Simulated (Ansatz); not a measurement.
**Puckered PAs monolayer in a perpendicular field**

What dipole does a perpendicular field induce in the puckered PAs monolayer, and does the gap follow? A positive field points along +c.

Method: plane-wave DFT, PBE-D3(BJ), Ansatz PAW, in Ansatz 0.2.0.

This is a report of a sequence of runs, with most program output left out.

## (1) Starting point

The cell holds 4 atoms: 2 P and 2 As. Cell: a = 4.690 Å, b = 3.500 Å, c = 35.760 Å, α = 90.0°, β = 90.0°, γ = 90.0°. Vacuum lies along c.

## (2) Relaxing the slab

The starting cell is a guess, so the in-plane lattice and the atoms are relaxed first, with the slab cut off from its images along the normal.

input.yaml reads:

```yaml
crystal:
  lattice:
    - [4.69, 0.0, 0.0]
    - [0.0, 3.5, 0.0]
    - [0.0, 0.0, 35.7600000002]
  atoms:
    - { symbol: P, position: [0.09, 0.0, 0.4670022371] }
    - { symbol: As, position: [0.41, 0.5, 0.4697986577] }
    - { symbol: As, position: [0.91, 0.0, 0.5302013423] }
    - { symbol: P, position: [0.59, 0.5, 0.5329977629] }
  periodic: [true, true, false]
kpoints:
  mp_grid: { grid: [8, 10, 1] }
hamiltonian:
  xc: pbe
  dispersion: d3bj
scf:
  occupations: { method: fermi_dirac, width: 0.05 }
  convergence: { dr2_threshold: 1.0e-09 }
relax:
  f_tol: 0.004
  max_steps: 90
  cell: {}
output:
  write_potential: true
  write_density: true
  volumetric_format: npy
```

Started as:

```console
$ ansatz run input.yaml --threads 2 --pin off --max-ram 3072MiB --backend cpu --events-out ev --progress --plain --runs-dir out
```

It took 2.9 min on 2 threads of Arm Neoverse V2, shared host; peak memory 0.82 GiB; 5.8 min of CPU time.

Relaxation path:

| step | energy less that of the first step (eV) | largest force component (eV/Å) | volume (Å³) |
| --- | --- | --- | --- |
| 1 | 0.0000 | 1.0367 | 587.00 |
| 2 | -0.1133 | 0.2358 | 566.86 |
| 3 | -0.1327 | 0.1227 | 570.87 |
| 4 | -0.1458 | 0.0876 | 571.51 |
| 5 | -0.1519 | 0.0440 | 567.94 |
| 6 | -0.1556 | 0.0716 | 558.80 |
| 7 | -0.1575 | 0.0092 | 554.95 |
| 8 | -0.1577 | 0.0086 | 552.76 |
| 9 | -0.1578 | 0.0081 | 552.01 |
| 10 | -0.1578 | 0.0041 | 552.33 |
| 11 | -0.1578 | 0.0001 | 552.30 |
| 12* | -0.1574 | 0.0002 | 552.30 |

Relaxation steps marked * repeat the geometry before them on a plane-wave basis chosen anew for their cell, so energy and pressure can jump there.

The run keeps the 4 symmetry operations that it works with, so distortions that break them were not tested.

| cell as run | before | after | change |
| --- | --- | --- | --- |
| a (Å) | 4.690 | 4.387 | -6.5 % |
| b (Å) | 3.500 | 3.521 | +0.6 % |

The atoms that moved most (Å, along periodic axes as changes of fractional coordinates times the final cell, across vacuum about the mean position):

| atom | dx | dy | dz | length |
| --- | --- | --- | --- | --- |
| As3 | 0.091 | 0.000 | 0.154 | 0.179 |
| As2 | 0.091 | 0.000 | -0.154 | 0.179 |
| P4 | -0.091 | 0.000 | -0.132 | 0.161 |
| P1 | -0.091 | 0.000 | 0.132 | 0.161 |

The relaxed structure:

```cif
data_structure
_symmetry_space_group_name_H-M 'P 1'
_symmetry_Int_Tables_number 1
_cell_length_a 4.3870
_cell_length_b 3.5206
_cell_length_c 35.7600
_cell_angle_alpha 90.000
_cell_angle_beta 90.000
_cell_angle_gamma 90.000
_cell_volume 552.30
loop_
_atom_site_label
_atom_site_type_symbol
_atom_site_fract_x
_atom_site_fract_y
_atom_site_fract_z
_atom_site_occupancy
P1 P 0.06919 0.00000 0.47071 1
As2 As 0.43081 0.50000 0.46548 1
As3 As 0.93081 0.00000 0.53452 1
P4 P 0.56919 0.50000 0.52929 1
```

The lattice constant a goes from 4.690 to 4.387 Å.

## (3) Atoms held, field 0

A sawtooth potential applies the field, turning back in the middle of the vacuum. With the dipole correction the typed value is the field outside the slab. The induced dipole is small, so the SCF threshold is tight.

The cell differs from the one that the last finished run ended in (c 35.760 → 20.469 Å).

input.yaml reads:

```yaml
crystal:
  lattice:
    - [4.3869748521, 0.0, 0.0]
    - [0.0, 3.5205583071, 0.0]
    - [0.0, 0.0, 20.4686418099]
  atoms:
    - { symbol: P, position: [0.0691861473, 0.0, 0.4488232894] }
    - { symbol: As, position: [0.4308138527, 0.5, 0.4396969806] }
    - { symbol: As, position: [0.9308138527, 0.0, 0.5603030194] }
    - { symbol: P, position: [0.5691861473, 0.5, 0.5511767106] }
kpoints:
  mp_grid: { grid: [10, 12, 1] }
  band_path:
    path:
      - [0, 0, 0]
      - [0.5, 0, 0]
      - [0.5, 0.5, 0]
      - [0, 0, 0]
      - [0, 0.5, 0]
      - [0.5, 0.5, 0]
    npoints: 16
hamiltonian:
  xc: pbe
  dispersion: d3bj
scf:
  occupations: { method: fermi_dirac, width: 0.02585 }
  convergence: { dr2_threshold: 1.0e-10 }
efield:
  axis: 3
  dipole_correction: true
  ramp_position: 0.97
  ramp_width: 0.06
  amplitude: 0
output:
  dos: { projected: true, e_range: [-6, 5] }
  write_potential: true
  write_density: true
  volumetric_format: npy
  elf: true
```

It took 24 s on 2 threads; peak memory 0.7 GiB.

Numbers from this step:

```yaml
dipole_along_the_normal: -1.98e-6 e·Å
gap_along_the_path: 0.5738 eV
smallest_direct_gap_along_the_path: 0.8690 eV
ionisation_energy_upper_face: 4.426 eV
electron_affinity_upper_face: 3.852 eV
gap_the_smaller_of_path_and_mesh: 0.5738 eV
```

Running mean over a fixed 2.7 Å (it still follows the layers) of the planar mean; the ramp of the sawtooth is left out. Electron's electrostatic potential energy less the Fermi level against z:

| z (Å) | electron's electrostatic potential energy less the Fermi level (eV) |
| --- | --- |
| 2.84 | 4.19 |
| 3.27 | 4.19 |
| 3.70 | 4.19 |
| 3.98 | 4.19 |
| 4.41 | 4.19 |
| 4.83 | 4.19 |
| 5.26 | 4.18 |
| 5.69 | 4.17 |
| 5.97 | 4.14 |
| 6.40 | 4.04 |
| 6.82 | 3.67 |
| 7.25 | 2.60 |
| 7.68 | 0.790 |
| 8.10 | -1.39 |
| 8.39 | -2.62 |
| 8.81 | -3.56 |
| 9.24 | -4.16 |
| 9.67 | -5.27 |
| 10.09 | -6.13 |
| 10.38 | -6.13 |
| 10.80 | -5.27 |
| 11.23 | -4.16 |
| 11.66 | -3.56 |
| 12.08 | -2.62 |
| 12.37 | -1.39 |
| 12.79 | 0.790 |
| 13.22 | 2.60 |
| 13.65 | 3.67 |
| 14.07 | 4.04 |
| 14.50 | 4.14 |
| 14.78 | 4.17 |
| 15.21 | 4.18 |
| 15.64 | 4.19 |
| 16.06 | 4.19 |
| 16.49 | 4.19 |
| 16.77 | 4.19 |
| 17.20 | 4.19 |
| 17.63 | 4.19 |

The density of states has structure finer than the step of the table below, so its rows give means over 0.25 eV, whole bins alone (the curve runs from -6 to 1.31 eV). Peaks (eV: height): -5.120: 3.22, -4.810: 3.95, -4.730: 4.24, -4.620: 3.61, -3.220: 3.50, -2.000: 4.55, -1.450: 3.93.

Table of density of states by energy, zero at the Fermi level of the run, which the smearing sets inside the gap; means over each step:

| energy (eV) | density of states (states/eV a cell) |
| --- | --- |
| -5.75 | 1.41 |
| -5.50 | 1.55 |
| -5.25 | 2.02 |
| -5.00 | 2.58 |
| -4.75 | 3.47 |
| -4.50 | 2.99 |
| -4.25 | 1.55 |
| -4.00 | 1.75 |
| -3.75 | 2.54 |
| -3.50 | 2.69 |
| -3.25 | 2.35 |
| -3.00 | 2.59 |
| -2.75 | 2.08 |
| -2.50 | 1.62 |
| -2.25 | 2.83 |
| -2.00 | 3.64 |
| -1.75 | 2.90 |
| -1.50 | 2.86 |
| -1.25 | 1.47 |
| -1.00 | 1.33 |
| -0.75 | 0.916 |
| -0.50 | 0.480 |
| -0.25 | 0.00912 |
| 0.00 | 0 |
| 0.25 | 0.0181 |
| 0.50 | 0.485 |
| 0.75 | 1.23 |
| 1.00 | 2.34 |

Projected DOS per atom over height of the atomic layer and energy from the Fermi level. Layers: AsP AsP from below.

Values in states/eV, 22 rows by 2 columns, each cell a mean:
```
0.52 0.52
0.35 0.35
0.09 0.09
0.00 0.00
0.00 0.00
0.13 0.13
0.28 0.28
0.35 0.35
0.69 0.69
0.83 0.83
0.73 0.73
0.40 0.40
0.62 0.62
0.57 0.57
0.66 0.66
0.54 0.54
0.38 0.38
0.72 0.72
0.77 0.77
0.55 0.55
0.38 0.38
0.30 0.30
```
Columns: height of the atomic layer (Å) from 9.09 to 11.4; rows upwards: energy from the Fermi level (eV) from -5.96 to 1.24.

The electronic bands at the labelled points (eV, zero at the Fermi level of the run, which the smearing sets inside the gap):

| point | band 17 | band 18 | band 19 | band 20 | band 21 | band 22 | band 23 | band 24 |
| --- | --- | --- | --- | --- | --- | --- | --- | --- |
| Γ | -3.66 | -2.23 | -1.91 | -0.53 | 0.33 | 1.35 | 2.23 | 3.04 |
| halfway | -3.35 | -2.00 | -1.79 | -0.79 | 1.13 | 1.33 | 1.87 | 2.40 |
| X | -2.58 | -2.58 | -1.08 | -1.08 | 1.41 | 1.41 | 2.50 | 2.50 |
| halfway | -3.34 | -3.34 | -1.81 | -1.81 | 2.39 | 2.39 | 3.15 | 3.15 |
| S | -4.85 | -4.85 | -1.98 | -1.98 | 2.13 | 2.13 | 4.31 | 4.31 |
| halfway | -3.74 | -2.51 | -2.01 | -1.50 | 1.42 | 1.62 | 2.17 | 3.92 |
| Γ | -3.66 | -2.23 | -1.91 | -0.53 | 0.33 | 1.35 | 2.23 | 3.04 |
| halfway | -4.07 | -2.78 | -1.93 | -1.08 | 0.90 | 0.93 | 2.48 | 3.06 |
| Y | -2.91 | -2.91 | -2.32 | -2.32 | 0.95 | 0.95 | 1.32 | 1.32 |
| halfway | -3.97 | -3.97 | -1.97 | -1.97 | 1.68 | 1.68 | 2.66 | 2.66 |
| S | -4.85 | -4.85 | -1.98 | -1.98 | 2.13 | 2.13 | 4.31 | 4.31 |

Valence density in the ca plane at fractional y = 0.000, with atoms of P and As within 0.2 Å of it. It is the smooth field of the valence electrons, not physical close to the nuclei.

Ten steps, logarithmic in the rise over the least value, from '0' (0 e/Å³) to '9' (25 e/Å³), each cell a mean:
```
00000000000000000001222222379962100000000000
00000000000000000000122211258852000000000000
00000000000000000000011111134421000000000000
00000000000000000000000000111110000000000000
00000000000000000000000000011100000000000000
00000000000000000000000000000000000000000000
00000000000000000000000000000000000000000000
00000000000000000000011110000000000000000000
00000000000000000000122211000000000000000000
00000000000000000001222221111110000000000000
00000000000000000001221122224421000000000000
00000000000000000001221232258742100000000000
```
Columns run along c (16.0 Å, from fractional 0.05 to 0.84 of the cell), rows up along a (4.4 Å). Atoms in or near the plane, at fractional coordinates: P at (0.45, 0.07), As at (0.56, 0.93).

ELF in the ca plane at fractional y = 0.000, with atoms of P and As within 0.2 Å of it. It is the smooth field of the valence electrons, not physical close to the nuclei.

Ten even steps from '0' (0.00) to '9' (0.96), each cell a mean:
```
00000000000000001489997787632368875200000000
00000000000000000258999865542367763100000000
00000000000000000013566433444555421000000000
00000000000000000000111101344432100000000000
00000000000000000000000000122210000000000000
00000000000000000000000000011100000000000000
00000000000000000000112210000000000000000000
00000000000000000001234431000000000000000000
00000000000000000012466653222332100000000000
00000000000000000135653466556787631000000000
00000000000000001368830168766789874100000000
00000000000000001479950288753479985200000000
```
Columns run along c (16.0 Å, from fractional 0.05 to 0.84 of the cell), rows up along a (4.4 Å). Atoms in or near the plane, at fractional coordinates: P at (0.45, 0.07), As at (0.56, 0.93).

Electrostatic potential energy in the ca plane at fractional y = 0.000, with atoms of P and As within 0.2 Å of it. With pseudopotentials it is smooth inside the atoms' cores, unlike the true potential.

Values in eV, 7 rows by 16 columns, each cell a mean:
```
  3   3   3   3   3   3   3  -6 -15 -11   1  -8   3   3   3   3
  3   3   3   3   3   3   3   2   0  -5 -15  -5   3   3   3   3
  3   3   3   3   3   3   3   3   2   1  -1   1   3   3   3   3
  3   3   3   3   3   3   3   2   1   2   2   3   3   3   3   3
  3   3   3   3   3   3   3  -1  -3   1   2   3   3   3   3   3
  3   3   3   3   3   3   2 -11 -19  -3  -5   1   3   3   3   3
  3   3   3   3   3   3   2 -14 -21 -12 -10  -6   3   3   3   3
```
Columns run along c (16.0 Å, from fractional 0.05 to 0.84 of the cell; values clipped at the 3rd and 97th percentile), rows up along a (4.4 Å). Atoms in or near the plane, at fractional coordinates: P at (0.45, 0.07), As at (0.56, 0.93).

The gap is 0.57 eV, with the valence edge 4.43 eV and the conduction edge 3.85 eV under the upper vacuum level.

## (4) Single point, field 0.1 V/Å

Changes to input.yaml since step 3:

```diff
@@ -32,5 +32,4 @@
   ramp_width: 0.06
-  amplitude: 0
+  amplitude: 0.1
 output:
-  dos: { projected: true, e_range: [-6, 5] }
   write_potential: true
@@ -38,2 +37 @@
   volumetric_format: npy
-  elf: true
```

Wall time 25 s (2 threads); peak memory 0.67 GiB.

The dipole is 0.0417 e·Å, and the gap 0.573 eV.

## (5) Single point, field -0.1 V/Å

Changes to input.yaml since step 4:

```diff
@@ -32,3 +32,3 @@
   ramp_width: 0.06
-  amplitude: 0.1
+  amplitude: -0.1
 output:
```

It took 25 s on 2 threads; peak memory 0.67 GiB; 49 s of CPU time.

The dipole is -0.0417 e·Å, and the gap 0.573 eV.

## (6) Response, atoms held

This step: plane-wave DFT, PBE-D3(BJ), Ansatz PAW; response to a field along the normal, atoms held (Ansatz 0.2.0).

The dipoles give the slope, and the difference of two potentials shows where the field is screened.

This step gave:

```
equivalent conductor thickness p/(ε₀AE) : 4.881 Å
distance between the outer atoms        : 2.469 Å
```

Dipole of the cell against applied field:

| applied field (V/Å) | dipole of the cell (e·Å) |
| --- | --- |
| -0.1000 | -0.0417 |
| 0.0000 | -2.0e-6 |
| 0.1000 | 0.0417 |

Local field over the applied field, running mean. From the potentials at -0.1 and 0.1 V/Å; running mean over 2.5 Å. The local field over applied field by z:

| z (Å) | local field over applied field |
| --- | --- |
| 4.12 | 0.999 |
| 4.41 | 0.999 |
| 4.83 | 0.996 |
| 5.12 | 0.994 |
| 5.40 | 0.988 |
| 5.83 | 0.972 |
| 6.11 | 0.951 |
| 6.40 | 0.917 |
| 6.82 | 0.828 |
| 7.11 | 0.742 |
| 7.39 | 0.639 |
| 7.82 | 0.479 |
| 8.10 | 0.381 |
| 8.39 | 0.290 |
| 8.81 | 0.165 |
| 9.10 | 0.0979 |
| 9.38 | 0.0553 |
| 9.81 | 0.0396 |
| 10.09 | 0.0435 |
| 10.38 | 0.0435 |
| 10.66 | 0.0396 |
| 11.09 | 0.0553 |
| 11.37 | 0.0979 |
| 11.66 | 0.165 |
| 12.08 | 0.290 |
| 12.37 | 0.381 |
| 12.65 | 0.479 |
| 13.08 | 0.639 |
| 13.36 | 0.742 |
| 13.65 | 0.828 |
| 14.07 | 0.917 |
| 14.36 | 0.951 |
| 14.64 | 0.972 |
| 15.07 | 0.988 |
| 15.35 | 0.994 |
| 15.64 | 0.996 |
| 16.06 | 0.999 |
| 16.35 | 0.999 |

Electrons, planar mean, per unit field. Induced electron density against z:

| z (Å) | induced electron density (e/Å³ per V/Å) |
| --- | --- |
| 4.5 | 7.3e-6 |
| 5.0 | 2.2e-5 |
| 5.5 | 6.6e-5 |
| 6.0 | 1.9e-4 |
| 6.5 | 5.1e-4 |
| 7.0 | 0.00128 |
| 7.5 | 0.00279 |
| 8.0 | 0.00404 |
| 8.5 | 0.00199 |
| 9.0 | -6.5e-4 |
| 9.5 | 2.8e-4 |
| 10.0 | 7.4e-4 |
| 10.5 | -8.2e-4 |
| 11.0 | -1.2e-4 |
| 11.5 | 5.8e-4 |
| 12.0 | -0.00221 |
| 12.5 | -0.00405 |
| 13.0 | -0.00267 |
| 13.5 | -0.00120 |
| 14.0 | -4.8e-4 |
| 14.5 | -1.7e-4 |
| 15.0 | -6.1e-5 |
| 15.5 | -2.0e-5 |
| 16.0 | -6.8e-6 |

The smaller of the gaps on the path and on the k-mesh, counted as 0 under 0.03 eV. The gap stays at 0.574 eV for applied field from -0.1 to 0.1 V/Å.

By hand: between -0.1 and 0.1 V/Å the dipole changes by 0.08332 e·Å, a slope of 0.4166 e·Å²/V. A perfect conductor of thickness t has p = ε₀AEt, so t = 180.95 × 0.4166 / 15.445 = 4.88 Å (e/ε₀ = 180.95 V·Å, A in Å²).

The induced dipole is that of a conductor 4.88 Å thick.

## (7) Results

```
gap without field                          : 0.574 eV
ionisation energy, upper face              : 4.43 eV
electron affinity, upper face              : 3.85 eV
equivalent conductor thickness, atoms held : 4.88 Å
```

The induced dipole equals that of a perfect conductor 4.88 Å thick, while the outer atoms lie 2.47 Å apart; an out-of-plane ε follows only once a thickness t is chosen, by 1 − 1/ε = 4.88 Å / t. The gap stays within 0.01 eV of 0.57 eV over the fields run, up to 0.1 V/Å in size. Semilocal functionals give gaps that are too small, and excitons are not included. Spin-orbit coupling is left out.

[Logs are printed without paths, hosts, clocks, repeated set-up lines and the standing remarks that a program may print on its own settings, such as how far it seeks lower states.]

[Hosts, paths, dates, database ids (printed as entryN), source tags and the programs' standing remarks are cut or masked in the printed files.]

[Maps of the electrostatic potential energy from Ansatz leave out the sawtooth potential of an applied field or a dipole correction, so their vacuum need not be flat; planar profiles and work functions include it.]

[The density of states shown here was stored with 400 of the rows of the run's finer table, so its peaks can read low, often by over a quarter, or be missed, and its means over a window can be off by a tenth or more.]
